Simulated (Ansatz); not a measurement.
# The perfect V wire along [111], 4 atoms a period

What gap, if any, does the V wire along [111], 4 atoms a period have, and how does it change with the functional and under strain?

Program: Ansatz 0.2.0. Level of theory: DFT PBE, plane waves, PAW; relaxation of a wire's period, in the first sound run; inputs show where later runs differ. Results are calculated unless marked as measured.

## (1) Set-up

The cell holds 4 atoms: 4 V. Its edges and angles: a = 11.028 Å, b = 9.241 Å, c = 2.589 Å, α = 90.0°, β = 90.0°, γ = 90.0°. Vacuum lies along a and b. The structure's axis is c.

As a file:

```cif
data_structure
_symmetry_space_group_name_H-M 'P 1'
_symmetry_Int_Tables_number 1
_cell_length_a 11.0280
_cell_length_b 9.2410
_cell_length_c 2.5894
_cell_angle_alpha 90.000
_cell_angle_beta 90.000
_cell_angle_gamma 90.000
_cell_volume 263.89
loop_
_atom_site_label
_atom_site_type_symbol
_atom_site_fract_x
_atom_site_fract_y
_atom_site_fract_z
_atom_site_occupancy
V1 V 0.30831 0.50002 0.00000 1
V2 V 0.50002 0.36793 0.33333 1
V3 V 0.50002 0.63211 0.66667 1
V4 V 0.69174 0.50002 0.00000 1
```

## (2) Relaxation of atoms and period

Band widths follow the bond lengths, so the wire is relaxed first. The atoms and the third cell vector are free; the box across stays fixed as vacuum. Moments are seeded so that a magnetic state can form if it lies lower. A Fermi-Dirac smearing is set since the result may be a metal. The pressure printed is a third of the stress's trace over the whole box, vacuum included; only the stress along the axis is relaxed.

The input, input.yaml:

```yaml
crystal:
  lattice:
    - [11.028, 0.0, 0.0]
    - [0.0, 9.241, 0.0]
    - [0.0, 0.0, 2.5894159573]
  atoms:
    - { symbol: V, position: [0.30830613, 0.500017573, 0.0], spin: 2.4 }
    - { symbol: V, position: [0.500022604, 0.367925549, 0.333333333], spin: 2.4 }
    - { symbol: V, position: [0.500022604, 0.632109596, 0.666666667], spin: 2.4 }
    - { symbol: V, position: [0.691739078, 0.500017573, 0.0], spin: 2.4 }
magnetization:
  spin_polarized: true
kpoints:
  mp_grid: { grid: [1, 1, 31] }
scf:
  occupations: { method: fermi_dirac, width: 0.05 }
hamiltonian:
  xc: pbe
relax:
  cell: { fix: [a, b, alpha, beta, gamma] }
  max_steps: 60
```

Started as:

```bash
> ansatz run input.yaml --threads 8 --pin off --max-ram 16384MiB --backend cpu --events-out ev --progress --plain --runs-dir out
```

Numbers of over 12 decimals in the logs are rounded to 6 here.

The log of the run:

```text
Engine: ansatz 0.2.0, x86_64-unknown-linux-gnu
Pseudopotentials: kind: paw
Pseudopotential: V, paw, valence charge 13, recommended cutoff 420 eV (normal), V.paw.azcp
Functional definition: PBE
  parameter kappa = 0.804
  parameter beta = 0.066725
  exchange = pbe_x(kappa = kappa, mu = beta*pi^2/3)
  correlation = pbe_c(beta = beta)
Crystal: 4 atoms, lattice volume = 263.887 Å³
Basis set: ecut = 420 eV, 5183 PW (Γ), exchange–correlation on 150×128×36 points (8 copies of the dense FFT grid, shifted against one another)
Bands: 37, of which v1, the nominal top of the filled ones, is band 26 counted from 1 (25 counted from 0)
Symmetry: 4 space group operations
Space group: P2/m (ITA 10), of the structure as read, at distance tolerance 6.4e-5 Å
Magnetic group: BNS 10.42 (UNI 49), of the structure as read, at distance tolerance 6.4e-5 Å
k-points: 16 of 31
Non-local potential: V, projectors of the file, l = 0: 3, l = 1: 2, l = 2: 3, l = 3: 1
PAW form: soft (Blöchl's): semilocal exchange-correlation on the pseudo side does not see the compensation charge
PAW one-centre angular grid: V, 590 points (default); XC on 64 Gauss nodes
Initial density: superposition of atomic densities (neutral atoms: chi_scale 0, normalization atom)
Starting moments: Σ|m| = 9.6 μB on 4 of 4 sites
Initial wavefunctions: pseudopotential atomic-orbital guess
Functional: x = pbe(κ = 0.804, μ = 0.219515), c = pbe(β = 0.066725)
SCF iter   1: F=—  HF=-11640.607684 eV  |F-HF|=—  |Δ(HF+E_count)|=         —  Δρ=3.15e-2 (↑2.35e-2 ↓3.15e-2)  dr2=2.02e1  dr2_m=1.19e0  M=7.323 μB ∫|m|=7.328 μB  β_m=0.30  ethr=3.10e-3  ⟨swp⟩=8.3  Hψ=5301  notcnv=0
Mixer restart at iter 1: flushing history
preconditioner: auto → LDOS  [metal: Δε(μ)=0.006 eV  Ē_g=3.793 eV  σ=0.050 eV  W_gap=0.03  n_scr=32 (ndim 8)  ℏωp=10.2 eV  f_vac=0.549  D(μ)=9.94/eV (n_scr^D=68)]
spin=Collinear: LDOS preconditioning applied to the charge; magnetization (m = ρ↑ − ρ↓) channel mixes plain (no charge-response kernel on spin).
SCF iter   2: F=—  HF=-11639.539951 eV  |F-HF|=—  |Δ(HF+E_count)|=    1.07e0  Δρ=2.23e-2 (↑1.66e-2 ↓2.23e-2)  dr2=5.42e0  dr2_m=7.08e-1  M=7.469 μB ∫|m|=7.477 μB  β_m=0.47  ethr=3.10e-3  ⟨swp⟩=2.6  Hψ=2167  notcnv=0  defer=42
SCF iter   3: F=—  HF=-11640.551082 eV  |F-HF|=—  |Δ(HF+E_count)|=    1.01e0  Δρ=1.43e-2 (↑1.43e-2 ↓9.38e-3)  dr2=1.78e-1  dr2_m=3.12e-1  M=7.335 μB ∫|m|=7.354 μB  β_m=0.65  ethr=3.10e-3  ⟨swp⟩=3.1  Hψ=2157  notcnv=0  defer=40
SCF iter   4: F=—  HF=-11641.900889 eV  |F-HF|=—  |Δ(HF+E_count)|=         —  Δρ=2.94e-2 (↑2.94e-2 ↓2.81e-2)  dr2=1.38e-1  dr2_m=1.96e0  M=4.689 μB ∫|m|=4.841 μB  β_m=1.00  ethr=3.43e-4  ⟨swp⟩=3.8  Hψ=2472  notcnv=0  defer=25  κ⁻¹=6.0e-3(r=2)
SCF iter   5: F=—  HF=-11641.554160 eV  |F-HF|=—  |Δ(HF+E_count)|=   3.47e-1  Δρ=8.26e-3 (↑5.97e-3 ↓8.26e-3)  dr2=4.85e-2  dr2_m=1.18e-1  M=4.418 μB ∫|m|=4.799 μB  β_m=0.65  ethr=9.62e-5  ⟨swp⟩=4.8  Hψ=3215  notcnv=0  defer=26
SCF iter   6: F=—  HF=-11641.572584 eV  |F-HF|=—  |Δ(HF+E_count)|=   1.84e-2  Δρ=5.23e-3 (↑5.23e-3 ↓5.03e-3)  dr2=5.58e-3  dr2_m=6.27e-2  M=4.411 μB ∫|m|=5.081 μB  β_m=0.82  ethr=9.32e-5  ⟨swp⟩=3.4  Hψ=2160  notcnv=0  defer=22
SCF iter   7: F=—  HF=-11641.587028 eV  |F-HF|=—  |Δ(HF+E_count)|=   1.44e-2  Δρ=3.25e-3 (↑1.96e-3 ↓3.25e-3)  dr2=8.96e-3  dr2_m=1.51e-2  M=4.357 μB ∫|m|=5.516 μB  β_m=0.91  ethr=1.07e-5  ⟨swp⟩=3.4  Hψ=2838  notcnv=0  defer=24
SCF iter   8: F=—  HF=-11641.599459 eV  |F-HF|=—  |Δ(HF+E_count)|=   1.24e-2  Δρ=2.22e-3 (↑2.22e-3 ↓1.44e-3)  dr2=8.23e-3  dr2_m=6.30e-3  M=4.316 μB ∫|m|=5.987 μB  β_m=0.96  ethr=1.07e-5  ⟨swp⟩=3.4  Hψ=2736  notcnv=0  defer=23
SCF iter   9: F=—  HF=-11641.606220 eV  |F-HF|=—  |Δ(HF+E_count)|=   6.76e-3  Δρ=8.33e-4 (↑6.47e-4 ↓8.33e-4)  dr2=1.53e-3  dr2_m=9.80e-4  M=4.234 μB ∫|m|=6.216 μB  β_m=0.98  ethr=1.07e-5  ⟨swp⟩=2.5  Hψ=2443  notcnv=0  defer=23
SCF iter  10: F=—  HF=-11641.611424 eV  |F-HF|=—  |Δ(HF+E_count)|=   5.20e-3  Δρ=8.36e-4 (↑8.36e-4 ↓8.32e-4)  dr2=7.00e-4  dr2_m=1.45e-3  M=4.179 μB ∫|m|=6.349 μB  β_m=0.55  ethr=2.94e-6  ⟨swp⟩=3.0  Hψ=2412  notcnv=0  defer=24
SCF iter  11: F=—  HF=-11641.615292 eV  |F-HF|=—  |Δ(HF+E_count)|=   3.87e-3  Δρ=5.83e-4 (↑5.83e-4 ↓4.39e-4)  dr2=1.88e-4  dr2_m=5.83e-4  M=4.082 μB ∫|m|=6.518 μB  β_m=0.99  ethr=1.35e-6  ⟨swp⟩=3.0  Hψ=2682  notcnv=0  defer=23
SCF iter  12: F=—  HF=-11641.619313 eV  |F-HF|=—  |Δ(HF+E_count)|=   4.02e-3  Δρ=7.48e-4 (↑7.48e-4 ↓7.14e-4)  dr2=1.35e-4  dr2_m=1.26e-3  M=3.935 μB ∫|m|=6.672 μB  β_m=0.11  ethr=3.61e-7  ⟨swp⟩=3.2  Hψ=2528  notcnv=0  defer=23
SCF iter  13: F=-11641.624090 eV  HF=-11641.623293 eV  |F-HF|=7.97e-4  |Δ(HF+E_count)|=   3.98e-3  Δρ=1.30e-3 (↑1.30e-3 ↓1.03e-3)  dr2=6.71e-4  dr2_m=3.07e-3  M=3.767 μB ∫|m|=6.942 μB  β_m=0.99  ethr=2.59e-7  ⟨swp⟩=3.3  Hψ=2596  notcnv=0  defer=28
SCF iter  14: F=-11641.632302 eV  HF=-11641.631520 eV  |F-HF|=7.82e-4  |Δ(HF+E_count)|=   8.23e-3  Δρ=1.74e-3 (↑1.74e-3 ↓1.38e-3)  dr2=1.57e-3  dr2_m=5.38e-3  M=3.446 μB ∫|m|=7.259 μB  β_m=0.70  ethr=2.59e-7  ⟨swp⟩=3.8  Hψ=2819  notcnv=0  defer=32
SCF iter  15: F=-11641.636023 eV  HF=-11641.635679 eV  |F-HF|=3.44e-4  |Δ(HF+E_count)|=   4.16e-3  Δρ=2.78e-3 (↑2.78e-3 ↓2.49e-3)  dr2=7.56e-3  dr2_m=1.39e-2  M=3.238 μB ∫|m|=7.730 μB  β_m=1.00  ethr=2.59e-7  ⟨swp⟩=4.0  Hψ=3076  notcnv=0  defer=34
SCF iter  16: F=-11641.637001 eV  HF=-11641.638086 eV  |F-HF|=1.08e-3  |Δ(HF+E_count)|=   2.41e-3  Δρ=1.35e-3 (↑1.30e-3 ↓1.35e-3)  dr2=7.40e-3  dr2_m=2.81e-3  M=2.935 μB ∫|m|=7.764 μB  β_m=1.00  ethr=2.59e-7  ⟨swp⟩=3.9  Hψ=2935  notcnv=0  defer=35
SCF iter  17: F=-11641.638865 eV  HF=-11641.639561 eV  |F-HF|=6.96e-4  |Δ(HF+E_count)|=   1.47e-3  Δρ=1.47e-3 (↑1.19e-3 ↓1.47e-3)  dr2=2.12e-3  dr2_m=3.54e-3  M=3.139 μB ∫|m|=7.630 μB  β_m=0.27  ethr=2.59e-7  ⟨swp⟩=3.8  Hψ=2826  notcnv=0  defer=35
SCF iter  18: F=-11641.634410 eV  HF=-11641.634143 eV  |F-HF|=2.66e-4  |Δ(HF+E_count)|=   5.42e-3  Δρ=1.15e-3 (↑1.06e-3 ↓1.15e-3)  dr2=1.16e-3  dr2_m=2.59e-3  M=3.333 μB ∫|m|=7.325 μB  β_m=1.00  ethr=2.59e-7  ⟨swp⟩=3.9  Hψ=2867  notcnv=0  defer=32  recentre
SCF iter  19: F=-11641.639952 eV  HF=-11641.642574 eV  |F-HF|=2.62e-3  |Δ(HF+E_count)|=   8.43e-3  Δρ=8.02e-4 (↑8.02e-4 ↓5.64e-4)  dr2=3.38e-3  dr2_m=5.16e-4  M=2.856 μB ∫|m|=7.879 μB  β_m=1.00  ethr=2.59e-7  ⟨swp⟩=4.6  Hψ=3437  notcnv=0  defer=34
SCF iter  20: F=-11641.636969 eV  HF=-11641.637475 eV  |F-HF|=5.06e-4  |Δ(HF+E_count)|=   5.10e-3  Δρ=1.01e-3 (↑1.01e-3 ↓8.49e-4)  dr2=4.11e-3  dr2_m=1.56e-3  M=2.393 μB ∫|m|=8.430 μB  β_m=1.00  ethr=2.59e-7  ⟨swp⟩=4.3  Hψ=3328  notcnv=0  defer=30  recentre
[...]
relax step   5: F+E_penalty+E_count = -11642.28716377 eV  Δ(F+E_penalty+E_count) = -1.465e-2 eV  max|allowed force component| = 5.186e-2 eV/Å  Δτ_max = 0.0283 Å  P = -0.225 GPa  Ω = 253.226 Å³  energy of the carried Pulay correction = +9.316e-4 eV  fix = [a, b, alpha, beta, gamma]  reactions: a -0.160, b -0.065 GPa; alpha -0.047 GPa/rad  (9 SCF iters, dr2 threshold 4.00e-7 eV, accepted)
[...]
relax step   6: F+E_penalty+E_count = -11642.29068191 eV  Δ(F+E_penalty+E_count) = -3.518e-3 eV  max|allowed force component| = 2.736e-2 eV/Å  Δτ_max = 0.0016 Å  P = -0.049 GPa  Ω = 251.549 Å³  energy of the carried Pulay correction = +1.082e-3 eV  fix = [a, b, alpha, beta, gamma]  reactions: a +0.006, b +0.032 GPa; alpha -0.059 GPa/rad  (8 SCF iters, dr2 threshold 4.00e-7 eV, accepted)
[...]
relax step   7: F+E_penalty+E_count = -11642.29240946 eV  Δ(F+E_penalty+E_count) = -1.728e-3 eV  max|allowed force component| = 2.108e-2 eV/Å  Δτ_max = 0.0066 Å  P = -0.010 GPa  Ω = 249.749 Å³  energy of the carried Pulay correction = +1.244e-3 eV  fix = [a, b, alpha, beta, gamma]  reactions: a -0.032, b +0.029 GPa; alpha -0.059 GPa/rad  (10 SCF iters, dr2 threshold 8.47e-8 eV, accepted)
[...]
relax step   8: F+E_penalty+E_count = -11642.29257571 eV  Δ(F+E_penalty+E_count) = -1.663e-4 eV  max|allowed force component| = 6.851e-3 eV/Å  Δτ_max = 0.0029 Å  P = -0.014 GPa  Ω = 249.335 Å³  energy of the carried Pulay correction = +1.281e-3 eV  fix = [a, b, alpha, beta, gamma]  reactions: a -0.044, b +0.007 GPa; alpha -0.053 GPa/rad  (9 SCF iters, dr2 threshold 2.78e-8 eV, accepted)
Initial wavefunctions: pseudopotential atomic-orbital guess (no wavefunctions were taken with the density)
iter 1 solved again at ethr=1.88e-7 eV; its pass at ethr=3.10e-3 eV (dr2=9.77e-5 eV) is discarded
SCF iter   1: F=—  HF=-11642.291017 eV  |F-HF|=—  |Δ(HF+E_count)|=         —  Δρ=4.30e-5 (↑3.74e-5 ↓4.30e-5)  dr2=1.05e-5  dr2_m=1.76e-7  M=2.978 μB ∫|m|=3.569 μB  β_m=0.65  ethr=1.88e-7  ⟨swp⟩=4.7  Hψ=9300  notcnv=0
preconditioner: auto → LDOS  [metal: Δε(μ)=0.062 eV  Ē_g=3.073 eV  σ=0.050 eV  W_gap=0.30  n_scr=16 (ndim 8)  ℏωp=10.5 eV  f_vac=0.607  D(μ)=5.49/eV (n_scr^D=30)]
spin=Collinear: LDOS preconditioning applied to the charge; magnetization (m = ρ↑ − ρ↓) channel mixes plain (no charge-response kernel on spin).
SCF iter   2: F=—  HF=-11642.291057 eV  |F-HF|=—  |Δ(HF+E_count)|=   3.96e-5  Δρ=2.21e-5 (↑2.21e-5 ↓1.82e-5)  dr2=3.60e-6  dr2_m=5.98e-8  M=2.977 μB ∫|m|=3.568 μB  β_m=0.59  ethr=2.01e-8  ⟨swp⟩=2.8  Hψ=2035  notcnv=0
SCF iter   3: F=—  HF=-11642.291057 eV  |F-HF|=—  |Δ(HF+E_count)|=   3.86e-7  Δρ=6.04e-6 (↑5.93e-6 ↓6.04e-6)  dr2=6.83e-7  dr2_m=1.91e-8  M=2.977 μB ∫|m|=3.568 μB  β_m=0.55  ethr=6.92e-9  ⟨swp⟩=2.0  Hψ=1498  notcnv=0
SCF iter   4: F=—  HF=-11642.291057 eV  |F-HF|=—  |Δ(HF+E_count)|=   1.29e-7  Δρ=4.14e-6 (↑4.14e-6 ↓3.37e-6)  dr2=1.19e-7  dr2_m=1.09e-8  M=2.977 μB ∫|m|=3.568 μB  β_m=0.64  ethr=1.31e-9  ⟨swp⟩=2.9  Hψ=2122  notcnv=0
SCF iter   5: F=—  HF=-11642.291057 eV  |F-HF|=—  |Δ(HF+E_count)|=   6.97e-8  Δρ=2.76e-6 (↑2.76e-6 ↓1.62e-6)  dr2=6.56e-8  dr2_m=4.45e-9  M=2.977 μB ∫|m|=3.568 μB  β_m=0.57  ethr=2.28e-10  ⟨swp⟩=2.1  Hψ=1603  notcnv=0
SCF iter   6: F=—  HF=-11642.291057 eV  |F-HF|=—  |Δ(HF+E_count)|=  7.91e-10  Δρ=7.70e-7 (↑7.70e-7 ↓5.62e-7)  dr2=1.66e-9  dr2_m=8.12e-10  M=2.977 μB ∫|m|=3.568 μB  β_m=0.78  ethr=1.26e-10  ⟨swp⟩=2.0  Hψ=1510  notcnv=0
SCF iter   7: F=—  HF=-11642.291057 eV  |F-HF|=—  |Δ(HF+E_count)|=  9.90e-10  Δρ=3.31e-7 (↑3.31e-7 ↓2.67e-7)  dr2=2.94e-10  dr2_m=1.67e-10  M=2.977 μB ∫|m|=3.568 μB  β_m=0.89  ethr=3.20e-12  ⟨swp⟩=3.0  Hψ=2119  notcnv=0
SCF iter   8: F=—  HF=-11642.291057 eV  |F-HF|=—  |Δ(HF+E_count)|=  2.73e-10  Δρ=2.00e-7 (↑2.00e-7 ↓6.59e-8)  dr2=9.38e-11  dr2_m=2.72e-11  M=2.976 μB ∫|m|=3.568 μB  β_m=0.83  ethr=1.00e-12  ⟨swp⟩=2.5  Hψ=1883  notcnv=0
SCF iter   9: F=—  HF=-11642.291057 eV  |F-HF|=—  |Δ(HF+E_count)|=  1.82e-11  Δρ=5.93e-8 (↑5.93e-8 ↓5.50e-8)  dr2=1.36e-11  dr2_m=3.82e-12  M=2.976 μB ∫|m|=3.568 μB  β_m=0.81  ethr=1.00e-12  ⟨swp⟩=1.8  Hψ=1327  notcnv=0
SCF iter  10: F=-11642.291057 eV  HF=-11642.291057 eV  |F-HF|=3.64e-12  |Δ(HF+E_count)|=  5.46e-12  Δρ=1.31e-8 (↑1.31e-8 ↓1.03e-8)  dr2=1.08e-12  dr2_m=8.73e-14  M=2.976 μB ∫|m|=3.568 μB  ethr=1.00e-12  ⟨swp⟩=3.0  Hψ=3564  notcnv=0
the starting moments were not kept: 2 of 4 ended reversed and 2 kept their direction, counting a site from 0.1 μB. The largest reversed, site 2 (counted from 0, in the order of the report's site_moments_mub), started with +2.4 μB and closes at -1.1e-1 μB in its sphere.
SCF 9 converged in 10 iterations: F = -11642.291057 eV  dr2 = 1.08e-12
relax step   9: F+E_penalty+E_count = -11642.29105733 eV  Δ(F+E_penalty+E_count) = +1.518e-3 eV  max|allowed force component| = 6.853e-3 eV/Å  Δτ_max = 0.0000 Å  P = -0.009 GPa  Ω = 249.335 Å³  fix = [a, b, alpha, beta, gamma]  reactions: a -0.039, b +0.011 GPa; alpha -0.053 GPa/rad  stress off target by 7.66e-5 GPa on what of the cell is left free  SCF on the basis re-selected at this cell (its energy is not comparable with the rows above)  (10 SCF iters)
basis re-selected at this cell: Δ(F+E_penalty+E_count) = +1.518e-3 eV, ΔP = +0.005 GPa vs the last step (what re-selecting the basis moved, of the pressure what is left beyond the Pulay correction that the steps carried, after the strain that the cell walked since its last selection, with what the two solves' SCF thresholds leave and, on support functions, any second-order correction that the steps lacked; it is no m [...]
SCF converged after 10 iterations
Magnetization: 2.9765 μB (27.4882 up, 24.5118 down)
Absolute magnetization: 3.5843 μB (∫|ρ↑−ρ↓|, with the PAW one-centre terms)
Spin contamination: 0.1812 ħ² per cell (⟨S²⟩ above its minimum at these occupations)
Per-site moments (μB) at R_I (Å): [(1.049460, 0.999649), (-0.113805, 0.972261), (-0.113805, 0.972261), (1.049460, 0.999649)]
Free energy (F): -11642.291057 eV
Harris-Foulkes:  -11642.291057 eV  (|F-HF|=3.64e-12)
Internal energy: -11642.243581 eV  (E = F + TS)
E sigma→0 (E₀):  -11642.267319 eV
Entropy (-TS):   -0.047477 eV (-11.869 meV/atom)
Fermi energy:    0.773148 eV
--- Per-component energies (eV) ---
  E_band       = -1404.726779
  E_kinetic    = 1343.643042
  E_local      = -19307.329961  (includes V_loc(G=0)·N_el)
  E_nonlocal   = -166.778217
  E_hartree    = 9091.389081
  E_xc         = -514.749331
  E_vxc        = -651.897386  (∫ρ·V_xc dr)
  E_paw        = -4459.626852  (= ΣΔE_a)
  E_vpaw       = -805.143524  (= ΣTr[D̂ρ^β])
  E_aug_tail   = 0.001090  (compensation charges beyond the density's cutoff)
  E_ewald      = 2371.207568
  E_smearing   = -0.047477  (= −TS)
  E_closure    = -0.000000  (closes the sum)
  Σ components = -11642.291057   (vs F -11642.291057, Δ=0.00e0)
--- Forces (eV/Å), atoms counted from 1 ---
  atom   1  V      0.00213184    -0.00000000     0.00000000
  atom   2  V      0.00000000    -0.00389938    -0.00685288
  atom   3  V     -0.00000000     0.00389938     0.00685288
  atom   4  V     -0.00213184     0.00000000    -0.00000000
  max |Σ_I F_I| component: 4.34e-19 eV/Å
--- Stress (GPa, compression-positive) ---
       -0.039074       0.000000      -0.000000
        0.000000       0.011121       0.052684
       -0.000000       0.052684      -0.000077
  P = ⅓ Tr σ = -0.0093 GPa (-0.093 kbar)
--- Relaxed structure (8 steps of the walk, 8 accepted, 1 SCFs on fresh bases) ---
  F+E_penalty+E_count = -11642.29105733 eV   max|allowed force component| = 6.853e-3 eV/Å   (the final SCF, on the basis selected at the relaxed cell)
  cell:  # Å, volume = 249.3351 Å³
    - [11.028, 0, 0]
    - [0, 9.241, 0]
    - [0, 0, 2.446627]
  atoms:
    - { symbol: V, position: [0.321714, 0.50001757275, 0] }
    - { symbol: V, position: [0.500022604, 0.378562, 0.353123] }
    - { symbol: V, position: [0.500022604, 0.621474, 0.646877] }
    - { symbol: V, position: [0.678331, 0.50001757275, 0] }
```

Wall time 42 s (8 threads of Intel Xeon Platinum 8259CL at 2.50GHz (Skylake/Cascade Lake), shared host); peak memory 1 GiB; 4.8 min of CPU time.

The steps of the relaxation:

| step | energy less that of the first step (eV) | largest force component (eV/Å) | pressure (GPa) | volume (Å³) |
| --- | --- | --- | --- | --- |
| 1 | 0.0000 | 1.4662 | -2.64 | 263.89 |
| 2 | -0.5559 | 0.6725 | -0.81 | 260.86 |
| 3 | -0.6164 | 0.5220 | 0.57 | 255.25 |
| 4 | -0.6300 | 0.2629 | -0.36 | 253.53 |
| 5 | -0.6447 | 0.0519 | -0.23 | 253.23 |
| 6 | -0.6482 | 0.0274 | -0.05 | 251.55 |
| 7 | -0.6499 | 0.0211 | -0.01 | 249.75 |
| 8 | -0.6501 | 0.0069 | -0.01 | 249.34 |
| 9* | -0.6485 | 0.0069 | -0.01 | 249.34 |

Relaxation steps marked * repeat the geometry before them on a plane-wave basis chosen anew for their cell, so energy and pressure can jump there.

Forces are held to the 4 operations that the run works with; a distortion that breaks them can't arise in this run.

```csv
cell as run,before,after,change
c (Å),2.589,2.447,-5.5 %
```

The atoms that moved most (Å, along periodic axes as changes of fractional coordinates times the final cell, across vacuum about the mean position):

```
atom      dx      dy      dz  length
  V1   0.148   0.000   0.000   0.148
  V4  -0.148   0.000   0.000   0.148
  V2   0.000   0.098   0.048   0.110
  V3   0.000  -0.098  -0.048   0.110
```

Final coordinates:

```cif
data_structure
_symmetry_space_group_name_H-M 'P 1'
_symmetry_Int_Tables_number 1
_cell_length_a 11.0280
_cell_length_b 9.2410
_cell_length_c 2.4466
_cell_angle_alpha 90.000
_cell_angle_beta 90.000
_cell_angle_gamma 90.000
_cell_volume 249.34
loop_
_atom_site_label
_atom_site_type_symbol
_atom_site_fract_x
_atom_site_fract_y
_atom_site_fract_z
_atom_site_occupancy
V1 V 0.32171 0.50002 0.00000 1
V2 V 0.50002 0.37856 0.35312 1
V3 V 0.50002 0.62147 0.64688 1
V4 V 0.67833 0.50002 0.00000 1
```

This step gave:

```
energy at zero smearing    : -11642.2673 eV
total moment               : 2.976 μB
absolute moment            : 3.584 μB
cell length along the wire : 2.447 Å
```

Site moment by atom:

```
atom  site moment (μB)
  V1              1.05
  V2             -0.11
  V3             -0.11
  V4              1.05
```

The cell's length comes to 2.447 Å with an absolute moment of 3.58 μB a cell.

(Continued in part 2 of 4.)

[Logs are printed without paths, hosts, clocks, repeated set-up lines and the standing remarks that a program may print on its own settings, such as how far it seeks lower states.]

[Hosts, paths, dates, database ids (printed as entryN), source tags and the programs' standing remarks are cut or masked in the printed files.]
